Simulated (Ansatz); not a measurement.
**Lattice dynamics of MoS3 (built on the sites of a database entry of WO3)**

Aim: the vibrations of MoS3 (built on the sites of a database entry of WO3), their spectra, and whether the structure is stable.

Main program and level: Ansatz 0.2.0; DFT PBEsol, scalar-relativistic, plane waves, PseudoDojo norm-conserving pseudopotentials.

Most raw output is cut from this account.

The structure was built from a prototype and need not be the compound's stable phase.

### Step 1. The starting structure

Symmetry: Pm-3m, No. 221, cubic system. Conventional cell: a = 4.158 Å, b = 4.158 Å, c = 4.158 Å, α = 90.00°, β = 90.00°, γ = 90.00°. Nearest to Mo lie 6 S at 2.08 Å. Nearest to S lie 2 Mo at 2.08 Å. Farther neighbours and most contacts between anions are not listed.

### Step 2. Rough relaxation

A rough relaxation comes first, because large forces or stress need no tight tolerances yet.

input.yaml

```yaml
crystal:
  lattice:
    - [4.15815, 0.0, 0.0]
    - [0.0, 4.15815, 0.0]
    - [0.0, 0.0, 4.15815]
  atoms:
    - { symbol: Mo, position: [0.0, 0.0, 0.0] }
    - { symbol: S, position: [0.0, 0.0, 0.5] }
    - { symbol: S, position: [0.0, 0.5, 0.0] }
    - { symbol: S, position: [0.5, 0.0, 0.0] }
kpoints:
  mp_grid: { grid: [6, 6, 6] }
hamiltonian:
  xc: pbesol
  pseudopotentials: { kind: nc, accuracy: standard }
scf:
  occupations: { method: gaussian, width: 0.1 }
output:
  forces: true
  stress: true
  eigenvalues: true
relax:
  adjacent_minimum: "off"
  f_tol: 0.05
  max_steps: 80
  cell: { stress_tol: 0.5 }
```

On the command line:

```sh
$ ansatz run input.yaml --threads 4 --pin off --max-ram 7168MiB --backend cpu --events-out ev --progress --plain --runs-dir out
```

Elapsed: 11 s, on 4 threads of Arm Neoverse V2, shared host; peak memory 0.59 GiB; 41 s of CPU time.

The steps of the relaxation:

```
step  energy less that of the first step (eV)  largest force component (eV/Å)  pressure (GPa)  volume (Å³)
   1                                   0.0000                          0.0000           59.99        71.90
   2                                  -2.8163                          0.0000           25.25        82.93
   3                                  -3.8008                          0.0000            6.84        93.30
   4                                  -3.9147                          0.0000            1.42        97.84
   5                                  -3.9207                          0.0000            0.00        99.24
  6*                                  -3.9496                          0.0000            0.46        99.24
```

Relaxation steps marked * repeat the geometry before them on a plane-wave basis chosen anew for their cell, so energy and pressure can jump there.

Forces are held to the 48 operations that the run works with; a distortion that breaks them can't arise in this run.

```
conventional cell, symmetrised  before  after   change
                         a (Å)   4.158  4.630  +11.3 %
                         b (Å)   4.158  4.630  +11.3 %
                         c (Å)   4.158  4.630  +11.3 %
              volume (Å³/atom)   17.97  24.81  +38.0 %
```

The relaxed structure:

```xyz
4
Lattice="4.6298 0.0000 0.0000 0.0000 4.6298 0.0000 0.0000 0.0000 4.6298" Properties=species:S:1:pos:R:3 pbc="T T T"
Mo    0.0000    0.0000    0.0000
S     0.0000    0.0000    2.3149
S     0.0000    2.3149    0.0000
S     2.3149    0.0000    0.0000
```

This step gave:

* pressure: 0.4605 GPa
* volume per atom: 24.81 Å³
* gap on the k-mesh: 0 eV

In this step the volume went from 17.97 to 24.81 Å³/atom.

### Step 3. Relaxation

Harmonic phonons are second derivatives at a point where the forces vanish, and they are wanted at zero stress, so atoms and cell are relaxed first.

input.yaml, the sections that differ from step 2:

```yaml
crystal:
  lattice:
    - [4.6297635564, 0.0, 0.0]
    - [0.0, 4.6297635564, 0.0]
    - [0.0, 0.0, 4.6297635564]
  atoms:
    - { symbol: Mo, position: [0.0, 0.0, 0.0] }
    - { symbol: S, position: [0.0, 0.0, 0.5] }
    - { symbol: S, position: [0.0, 0.5, 0.0] }
    - { symbol: S, position: [0.5, 0.0, 0.0] }
kpoints:
  mp_grid: { grid: [8, 8, 8] }
relax:
  adjacent_minimum: "off"
  f_tol: 0.005
  max_steps: 80
  cell: { stress_tol: 0.05 }
# hamiltonian, scf, output: as in step 2
```

Elapsed: 7.9 s, on 4 threads; peak memory 0.68 GiB; 31 s of CPU time.

Little changed from the start: no atom moved by 0.005 Å and no cell edge by 0.1 %.

Numbers from this step:

```
pressure : 0.01343 GPa
```

In this step the volume went from 24.81 to 24.81 Å³/atom.

### Step 4. Tight relaxation

Phonons need a cell at rest on their own settings, so the relaxation is repeated with tight tolerances on forces and stress, using the mesh and the filling of the phonon run that follows.

Edit input.yaml of step 3 so:

```diff
@@ -16,3 +16,3 @@
 scf:
-  occupations: { method: gaussian, width: 0.1 }
+  occupations: { method: methfessel_paxton, width: 0.15 }
 output:
@@ -23,4 +23,4 @@
   adjacent_minimum: "off"
-  f_tol: 0.005
-  max_steps: 80
-  cell: { stress_tol: 0.05 }
+  f_tol: 0.001
+  max_steps: 60
+  cell: { stress_tol: 0.01 }
```

It took 13 s on 4 threads; peak memory 0.69 GiB; 50 s of CPU time.

Little changed from the start: no atom moved by 0.005 Å and no cell edge by 0.1 %.

Numbers from this step:

- pressure: 0.001090 GPa

The forces vanish by symmetry and the pressure is 0.001 GPa, within the tolerances set. The cell now holds 24.81 Å³/atom.

### Step 5. Zone-centre response

The zone centre comes first: it holds the modes that light can see, as far as symmetry allows. No field response is asked, since the mesh shows no gap.

input.yaml, the sections that differ from step 4:

```yaml
crystal:
  lattice:
    - [4.6295550062, 0.0, 0.0]
    - [0.0, 4.6295550062, 0.0]
    - [0.0, 0.0, 4.6295550062]
  atoms:
    - { symbol: Mo, position: [0.0, 0.0, 0.0] }
    - { symbol: S, position: [0.0, 0.0, 0.5] }
    - { symbol: S, position: [0.0, 0.5, 0.0] }
    - { symbol: S, position: [0.5, 0.0, 0.0] }
output:
  eigenvalues: true
phonons:
  method: dfpt
# kpoints, hamiltonian, scf: as in step 4
# relax: removed
```

It took 79 s on 4 threads; peak memory 3.3 GiB; 5.2 min of CPU time.

Numbers from this step:

| Property | Result |
| --- | --- |
| sum-rule residual before enforcement | 5.21e-5 eV/Å² |
| point group | m-3m |
| highest optical mode at the zone centre (no LO-TO term) | 378.1 cm⁻¹ |
| lowest optical zone-centre mode | 56.12 cm⁻¹ |

Patterns of degenerate modes are one choice out of their space. The modes at Γ (shares of kinetic energy by element, %):

```
mode  frequency (cm⁻¹)  symmetry  Mo %  S %
   1               0.0  acoustic    50   50
   2               0.0  acoustic    50   50
   3               0.0  acoustic    50   50
   4              56.1       T1u    44   56
   5              56.1       T1u    44   56
   6              56.1       T1u    44   56
   7             107.3       T2u     0  100
   8             107.3       T2u     0  100
   9             107.3       T2u     0  100
  10             378.1       T1u     6   94
  11             378.1       T1u     6   94
  12             378.1       T1u     6   94
```

Displacements in mode 6 (56.1 cm⁻¹), the largest set to 1:
```
Mo1  0.03  0.72  0.24
S2  -0.04 -1.00 -0.06
S3  -0.04 -0.17 -0.33
S4  -0.01 -1.00 -0.33
```

Displacements in mode 11 (378.1 cm⁻¹), the largest set to 1:
```
Mo1  0.00  0.00 -0.16
S2   0.00  0.00  1.00
S3   0.00  0.00 -0.26
S4   0.00  0.00 -0.26
```

Before it was imposed, the acoustic sum rule was missed by 5.2e-5 eV/Å². Small misses are needed for a sound result but don't prove that mesh and cutoff are converged. The lowest optical mode is real, 56.1 cm⁻¹.

### Step 6. Phonons on a q mesh

Stability and thermal properties need the whole zone. Linear response on a 2×2×2 q mesh gives force constants as far as a supercell of that size would.

Edit input.yaml of step 5 so:

```diff
@@ -21 +21,8 @@
   method: dfpt
+  qmesh: [2, 2, 2]
+  temperatures: { t_max: 1000, t_step: 50 }
+  qpath:
+    path:
+      - [[0.0, 0.0, 0.0], [0.0, 0.5, 0.0], [0.5, 0.5, 0.0], [0.0, 0.0, 0.0], [0.5, 0.5, 0.5], [0.0, 0.5, 0.0]]
+      - [[0.5, 0.5, 0.5], [0.5, 0.5, 0.0]]
+    npoints: 10
```

It took 5.9 min on 4 threads; peak memory 2.5 GiB.

Numbers from this step:

```
sum-rule residual before enforcement                    : 5.32e-5 eV/Å²
lowest frequency on the path                            : -218.3 cm⁻¹
highest frequency on the path or at a solved wavevector : 507.3 cm⁻¹
lowest mode on the q mesh (acoustic modes at Γ apart)   : -218.3 cm⁻¹
```

Frequencies (cm⁻¹) solved at each irreducible wavevector; negative means imaginary. Frequencies by wavevector, by row:

```
q in reciprocal lattice units  star  mode 1  mode 2  mode 3  mode 4  mode 10  mode 11  mode 12
                        0 0 0     1       0       0       0    56.1    378.1    378.1    378.1
                     0 0 -0.5     3   -46.4   -46.4      82      82    366.3    366.3    421.6
                  0 -0.5 -0.5     3   -73.5   -14.3   102.1   130.5    227.9      353    466.9
               -0.5 -0.5 -0.5     1  -218.3  -218.3    -9.7    -9.7    225.4    225.4    507.3
```

Interpolated from a 2×2×2 q mesh. The phonon branches at the labelled points (cm⁻¹):

```
    point  branch 1  branch 2  branch 3  branch 4  branch 9  branch 10  branch 11  branch 12
        Γ         0         0         0        56       107        378        378        378
  halfway       -26       -26        75        75       130        373        373        399
        X       -46       -46        82        82       176        366        366        422
  halfway       -61        68        82       114       205        261        360        456
        M       -74       -14       102       130       170        228        353        467
  halfway       -46        56        97       113       179        311        367        437
        Γ         0         0         0        56       107        378        378        378
  halfway        37        37        78       101       180        286        286        473
        R      -218      -218       -10       -10       225        225        225        507
  halfway       -10        64        71        75       206        212        256        489
        X       -46       -46        82        82       176        366        366        422
jump to R      -218      -218       -10       -10       225        225        225        507
  halfway      -136       -44       -12        71       203        203        227        500
        M       -74       -14       102       130       170        228        353        467
```

Tetrahedra on a 14×14×14 mesh, mean over bins of 10 cm-1. Interpolated from a 2×2×2 q mesh. Table of phonon density of states by wavenumber; read off at these points:

```
wavenumber (cm⁻¹)  phonon density of states (1/cm⁻¹/cell)
             -215                                  8.0e-5
             -195                                  6.5e-4
             -165                                  9.8e-4
             -145                                 0.00117
             -115                                  0.0014
              -95                                 0.00164
              -65                                 0.00806
              -45                                  0.0156
              -15                                 0.00877
                5                                  0.0109
               35                                  0.0202
               55                                  0.0367
               85                                  0.0734
              105                                  0.0541
              135                                  0.0342
              155                                  0.0578
              165                                  0.0781
              185                                  0.0294
              205                                  0.0320
              235                                 0.00768
              255                                 0.00621
              285                                  0.0072
              305                                 0.00853
              335                                  0.0121
              355                                  0.0224
              385                                  9.2e-4
              405                                 0.00283
              435                                 0.00809
              455                                  0.0121
              485                                  0.0103
              505                                 0.00668
```

The partial phonon density of states has structure finer than the step of the table below, so its rows give means over 25 cm⁻¹, whole bins alone (the curve runs from -219 to 532 cm⁻¹). Peaks (cm⁻¹: height): Mo -39.7: 0.0118, 50.1: 0.00989, 87.9: 0.0154, 168.3: 0.0411; S 50.1: 0.0283, 87.9: 0.0529, 163.6: 0.0338, 357.4: 0.0203, 466.1: 0.0139.

Phonopy on the run's constants, 13x13x13 mesh, Gaussian sigma 5.4 cm-1. Interpolated from a 2×2×2 q mesh. The partial phonon density of states by wavenumber; means over each step; values in 1/cm⁻¹/cell:

```
wavenumber (cm⁻¹)       Mo        S
             -200   7.0e-7   5.8e-4
             -175   2.4e-5  0.00106
             -150   3.9e-5   9.1e-4
             -125   5.7e-5  0.00121
             -100   2.5e-4  0.00136
              -75  0.00267  0.00210
              -50   0.0104  0.00252
              -25  0.00957  0.00356
                0  0.00266  0.00300
               25  0.00623   0.0117
               50  0.00731   0.0228
               75  0.00837   0.0352
              100   0.0118   0.0444
              125  0.00963   0.0322
              150   0.0188   0.0286
              175   0.0234   0.0288
              200  0.00177   0.0276
              225  0.00131   0.0190
              250   8.8e-4  0.00458
              275   8.1e-4  0.00602
              300   8.0e-4  0.00744
              325   8.2e-4  0.00938
              350  0.00129   0.0171
              375   6.8e-4  0.00966
              400   1.0e-4  0.00244
              425   1.3e-4  0.00604
              450   1.4e-4   0.0109
              475   9.3e-5   0.0120
              500   3.4e-5  0.00756
```

Symmetry leaves 4 wavevectors to solve. The lowest mode among them, the acoustic zeros apart, lies at q = (-0.5, -0.5, -0.5) and is imaginary, 218.3i cm⁻¹, so the energy falls along it.

### Step 7. Another isotope, element Mo, natural mass 95.95 amu

An isotope changes the mass and not the force constants, so no new electronic calculation is needed; the shifts show which modes move this element.

(Continued in part 2 of 2.)

[Logs are printed without paths, hosts, clocks, repeated set-up lines and the standing remarks that a program may print on its own settings, such as how far it seeks lower states.]

[Hosts, paths, dates, database ids (printed as entryN), source tags and the programs' standing remarks are cut or masked in the printed files.]
